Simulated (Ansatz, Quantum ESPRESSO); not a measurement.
# Evanescent states of MgS, rock salt type, lattice constant set to 4.997 Å, part 3 of 4

Aim: how fast states decay in the gap of MgS, rock salt type, lattice constant set to 4.997 Å.

Quantum ESPRESSO 7.5; plane-wave DFT, LDA, PseudoDojo norm-conserving pseudopotentials; cross-check by Ansatz 0.2.0 with PAW datasets.

So far. Step 2 (SCF with pw.x): The run needed 7 iterations to bring the estimated error under 1e-09 Ry.

The structure was built from a prototype and need not be the compound's stable phase.

### Step 4. Complex bands with pwcond.x, with ewind = 1.0

Level of this step: complex band structure by pwcond; plane-wave DFT, LDA, PseudoDojo norm-conserving pseudopotentials (Quantum ESPRESSO).

How much does a setting matter? One run is repeated with a change.

File cbs.w.in:

```
&inputcond
  outdir = './out'
  prefixl = 'scf'
  band_file = 'cbs.w'
  ikind = 0
  ewind = 1.0
  epsproj = 1e-05
  nz1 = 7
  energy0 = 7.44
  denergy = -0.24
/
4
  0.00000000 0.00000000 1.00000000
  0.50000000 0.00000000 1.00000000
  0.50000000 0.50000000 1.00000000
  0.25000000 0.00000000 1.00000000
40
```

Launch:

```
$ OMP_NUM_THREADS=1 mpirun -n 2 pwcond.x -in cbs.w.in > cbs.w.out
```

Output:

```text
[banner, memory and clock lines left out]
Program PWCOND v.7.5 starts
[citation notice left out]

[...]
./out/scf.save/

     IMPORTANT: XC functional enforced from input :
     Exchange-correlation= PW
                           (   1   4   0   0   0   0   0)
     Any further DFT definition will be discarded
     Please, verify this is what you really want

     Reading collected, re-writing distributed wavefunctions

===== INPUT FILE containing the left lead =====

     GEOMETRY:

     lattice parameter (alat)  =       6.6772  a.u.
     the volume                =     421.0122 (a.u.)^3
     the cross section         =      44.5848 (a.u.)^2
     l of the unit cell        =       1.4142 (alat)
     number of atoms/cell      =            4
     number of atomic types    =            2

     crystal axes: (cart. coord. in units of alat)
               a(1) = (  1.0000  0.0000  0.0000 )
               a(2) = (  0.0000  1.0000  0.0000 )
               a(3) = (  0.0000  0.0000  1.4142 )

   Cartesian axes

     site n.     atom                  positions (alat units)
          1        Mg     tau(  1)=(  0.0000  0.0000  1.4142  )
          2        S      tau(  2)=(  0.5000  0.5000  1.4142  )
          3        Mg     tau(  3)=(  0.5000  0.5000  0.7071  )
          4        S      tau(  4)=(  0.0000  0.0000  0.7071  )

     nr1s                      =           40
     nr2s                      =           40
     nr3s                      =           54
     nr1sx                     =           40
     nr2sx                     =           40
     nr3sx                     =           54
     nr1                       =           40
     nr2                       =           40
     nr3                       =           54
     nr1x                      =           40
     nr2x                      =           40
     nr3x                      =           54

 _______________________________
  Radii of nonlocal spheres:

     type       ibeta     ang. mom.          radius (alat units)
       Mg         1         0                    0.1722
       Mg         2         0                    0.1722
       Mg         3         1                    0.2306
       Mg         4         1                    0.2321
       S          1         0                    0.2157
       S          2         0                    0.2217
       S          3         1                    0.2187
       S          4         1                    0.2217
       S          5         2                    0.2561
       S          6         2                    0.2591
----- General information -----

----- Complex band structure calculation -----

     nrx                       =           40
     nry                       =           40
     nz1                       =            7

     energy0               =         7.4E+00
     denergy               =        -2.4E-01
     nenergy               =         40
     ecut2d                =         7.6E+01
     ewind                 =         1.0E+00
     epsproj               =         1.0E-05

     number of k_|| points=    4
                       cryst. coord.
        k(    1) = (   0.0000000   0.0000000), wk =   0.2500000
        k(    2) = (   0.5000000   0.0000000), wk =   0.2500000
        k(    3) = (   0.5000000   0.5000000), wk =   0.2500000
        k(    4) = (   0.2500000   0.0000000), wk =   0.2500000
----- Information about left lead -----

     nocros                   =           26
     noins                    =           26
     norb                     =           78
     norbf                    =           78
     nrz                      =           54

      iorb      type   ibeta   ang. mom.   m       position (alat)
        1        1       1        0        1   taunew(   1)=(  0.0000  0.0000  0.0000)
        2        1       2        0        1   taunew(   2)=(  0.0000  0.0000  0.0000)
[...]
78        2       6        2        5   taunew(  78)=(  0.5000  0.5000  1.4142)
    k slab    z(k)  z(k+1)     crossing(iorb=1,norb)
    1   0.0000 0.0262 0.0262   111111111111111111111111110000000000000000000000000000000000000000000000000000
    2   0.0262 0.0524 0.0262   111111111111111111111111110000000000000000000000000000000000000000000000000000
[...]
54   1.3880 1.4142 0.0262   000000000000000000000000000000000000000000000000000011111111111111111111111111
 ngper, shell number =          277          39
 ngper, n2d =          277          54
---  E-Ef =    7.4400000  k =    0.0000000   0.0000000
---  ie =          1  ik =          1
 Nchannels of the left tip =            1
 Right moving states:
   k1(2pi/a)   k2(2pi/a)   E-Ef (eV)
  -0.1171989   0.0000000   7.4400000
 Left moving states:
   k1(2pi/a)   k2(2pi/a)   E-Ef (eV)
   0.1171989  -0.0000000   7.4400000

---  E-Ef =    7.2000000  k =    0.0000000   0.0000000
---  ie =          2  ik =          1
 Nchannels of the left tip =            1
 Right moving states:
   k1(2pi/a)   k2(2pi/a)   E-Ef (eV)
  -0.1646148   0.0000000   7.2000000
 Left moving states:
   k1(2pi/a)   k2(2pi/a)   E-Ef (eV)
   0.1646148  -0.0000000   7.2000000
[... further energies and points left out ...]
---  E-Ef =   -1.6800000  k =    0.2500000   0.0000000
---  ie =         39  ik =          4
 Nchannels of the left tip =            1
 Right moving states:
   k1(2pi/a)   k2(2pi/a)   E-Ef (eV)
   0.4035191  -0.0000000  -1.6800000
 Left moving states:
   k1(2pi/a)   k2(2pi/a)   E-Ef (eV)
  -0.4035191   0.0000000  -1.6800000

---  E-Ef =   -1.9200000  k =    0.2500000   0.0000000
---  ie =         40  ik =          4
 Nchannels of the left tip =            1
 Right moving states:
   k1(2pi/a)   k2(2pi/a)   E-Ef (eV)
   0.3646703  -0.0000000  -1.9200000
 Left moving states:
   k1(2pi/a)   k2(2pi/a)   E-Ef (eV)
  -0.3646703   0.0000000  -1.9200000

[...]
```

Elapsed: 30 s, on 2 MPI ranks of AMD EPYC 9R45 (Zen 5), shared host; peak memory 0.12 GiB; 61 s of CPU time.

The changed values were drawn from a wide range, not chosen for quality; the comparison shows what they did here together.

Beside the run it was changed from:

```tsv
quantity	this run	unchanged run	difference
peak of the smallest κ at the zone centre (Å⁻¹)	0.267	0.267	0
peak of the smallest κ at (1/2, 0) (Å⁻¹)	0.331	0.331	0
wall time (s)	30	46
```

The physical values in this table stay within 0.05 %.

### Step 5. Complex band structure, with ikind = 1

One more run, with a changed input.

File cbs.bad.in:

```
&inputcond
  outdir = './out'
  prefixl = 'scf'
  tran_file = 'cbs.bad.dat'
  ikind = 1
  ewind = 4.0
  epsproj = 1e-05
  nz1 = 7
  energy0 = 7.44
  denergy = -0.24
/
4
  0.00000000 0.00000000 1.00000000
  0.50000000 0.00000000 1.00000000
  0.50000000 0.50000000 1.00000000
  0.25000000 0.00000000 1.00000000
40
```

Launch:

```
$ OMP_NUM_THREADS=1 mpirun -n 2 pwcond.x -in cbs.bad.in > cbs.bad.out
```

Output:

```text
[banner, memory and clock lines left out]
Program PWCOND v.7.5 starts

          URL

     ./out/scf.save/

     IMPORTANT: XC functional enforced from input :
     Exchange-correlation= PW
                           (   1   4   0   0   0   0   0)
     Any further DFT definition will be discarded
     Please, verify this is what you really want

     Reading collected, re-writing distributed wavefunctions

===== INPUT FILE containing the left lead =====

     GEOMETRY:

     lattice parameter (alat)  =       6.6772  a.u.
     the volume                =     421.0122 (a.u.)^3
     the cross section         =      44.5848 (a.u.)^2
     l of the unit cell        =       1.4142 (alat)
     number of atoms/cell      =            4
     number of atomic types    =            2

     crystal axes: (cart. coord. in units of alat)
               a(1) = (  1.0000  0.0000  0.0000 )
               a(2) = (  0.0000  1.0000  0.0000 )
               a(3) = (  0.0000  0.0000  1.4142 )

   Cartesian axes

     site n.     atom                  positions (alat units)
          1        Mg     tau(  1)=(  0.0000  0.0000  1.4142  )
          2        S      tau(  2)=(  0.5000  0.5000  1.4142  )
          3        Mg     tau(  3)=(  0.5000  0.5000  0.7071  )
          4        S      tau(  4)=(  0.0000  0.0000  0.7071  )

     nr1s                      =           40
     nr2s                      =           40
     nr3s                      =           54
     nr1sx                     =           40
     nr2sx                     =           40
     nr3sx                     =           54
     nr1                       =           40
     nr2                       =           40
     nr3                       =           54
     nr1x                      =           40
     nr2x                      =           40
     nr3x                      =           54

 _______________________________
  Radii of nonlocal spheres:

     type       ibeta     ang. mom.          radius (alat units)
       Mg         1         0                    0.1722
       Mg         2         0                    0.1722
       Mg         3         1                    0.2306
       Mg         4         1                    0.2321
       S          1         0                    0.2157
       S          2         0                    0.2217
       S          3         1                    0.2187
       S          4         1                    0.2217
       S          5         2                    0.2561
       S          6         2                    0.2591

 %%%%%%%%%%%%%%%%%%%%%%%%%%%%%%%%%%%%%%%%%%%%%%%%%%%%%%%%%%%%%%%%%%%%%%%%%%%%%%
     Error in routine do_cond (1):
     different cut-offs on left lead and scattering region
 %%%%%%%%%%%%%%%%%%%%%%%%%%%%%%%%%%%%%%%%%%%%%%%%%%%%%%%%%%%%%%%%%%%%%%%%%%%%%%

     stopping ...
[the rest left out]
```

Wall time 1 s (2 MPI ranks); peak memory 0.09 GiB.

The input was rejected at the start.

The fault put into the input: a transmission asked without a scattering region (inputcond.ikind = 1).

The message: “do_cond (1): different cut-offs on left lead and scattering region”. ikind = 1 needs a scattering region, which this input doesn't give; ikind = 0 solves the crystal alone.

(Continued in part 4 of 4.)

[Logs are printed without paths, hosts, clocks, repeated set-up lines and the standing remarks that a program may print on its own settings, such as how far it seeks lower states.]

[Hosts, paths, dates, database ids (printed as entryN), source tags and the programs' standing remarks are cut or masked in the printed files.]

[Maps of the electrostatic potential energy from Ansatz leave out the sawtooth potential of an applied field or a dipole correction, so their vacuum need not be flat; planar profiles and work functions include it.]
